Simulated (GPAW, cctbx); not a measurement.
# CaMg3S4: what bonding does to one electron reflection, worked out

CaMg3S4, Pm-3m (no. 221), a = 5.3729 Å, b = 5.3729 Å, c = 5.3729 Å, α = 90.00°, β = 90.00°, γ = 90.00°.

| atom | mult. | x | y | z |
| --- | --- | --- | --- | --- |
| Ca1 | 1 | 1/2 | 1/2 | 1/2 |
| S1 | 3 | 1/2 | 0 | 1/2 |
| S2 | 1 | 0 | 0 | 0 |
| Mg1 | 3 | 0 | 0 | 1/2 |

The cell is our own: ordered rocksalt alloy in the eight-atom cube, 3 of 4 Ca sites given to Mg.

A DFT run (GPAW, PBE, 600 eV, 4×4×4 k-points, Fermi–Dirac width 0.02 eV) gives the static X-ray structure factor of 010 as 7.294 e for the conventional cell; superposed free atoms give 6.980 e. **Problem.** Find the Fourier component V of the crystal potential and the two-beam extinction distance at 80 kV in both cases.

## Step 1: Geometry

The cell volume is Ω = 155.10 Å³ and d(010) = 5.3729 Å, so g = 1/d = 0.1861 Å⁻¹.

## Step 2: The nuclei

Electrons feel nuclei as well as electrons, so the nuclear charges are summed with the same phases.

Phase sums Σ exp(2πi h·x), turned so that the total is real and positive: Ca +1.000, S 0.000, Mg -1.000. Then F_Z = 20 × (+1.000) + 16 × (0.000) + 12 × (-1.000) = 8.00 e. The electron term has the same sign for this reflection.

## Step 3: Mott–Bethe

Poisson's equation, term by term, gives V = (e/4πε₀)(F_Z − F)/(πΩg²), with e/4πε₀ = 14.3996 V Å.

The prefactor is 14.3996 × 5.3729²/(π × 155.10) = 0.85309 V per electron. Free atoms: (8.00 − 6.980) × 0.85309 = 0.870 V. Crystal: (8.00 − 7.294) × 0.85309 = 0.602 V. F changes by +4.50 % and V by -30.8 %: the same 0.31 e is measured against F_Z − F = 1.0 e in place of F = 7.0 e.

## Step 4: Extinction distance

In the two-beam case ξ = 1/(λU) with U = 2γm₀eV/h², that is ξ = 150.41 V Å²/(γλV).

At 80 kV, λ = 0.04176 Å and γ = 1.1566. Free atoms: ξ = 3579 Å. Crystal: ξ = 5171 Å. The thickness fringes go as sin²(πt/ξ), so the two patterns slip by a quarter of a period when t|1/ξ₁ − 1/ξ₀| = 1/4, at t ≈ 291 nm. Thermal motion, absorption and many-beam coupling, left out here, change a real pattern.

## Step 5: Answer

V(010) is 0.60 V against 0.87 V, and ξ is 5171 against 3579 Å. Limits: static atoms, two beams.
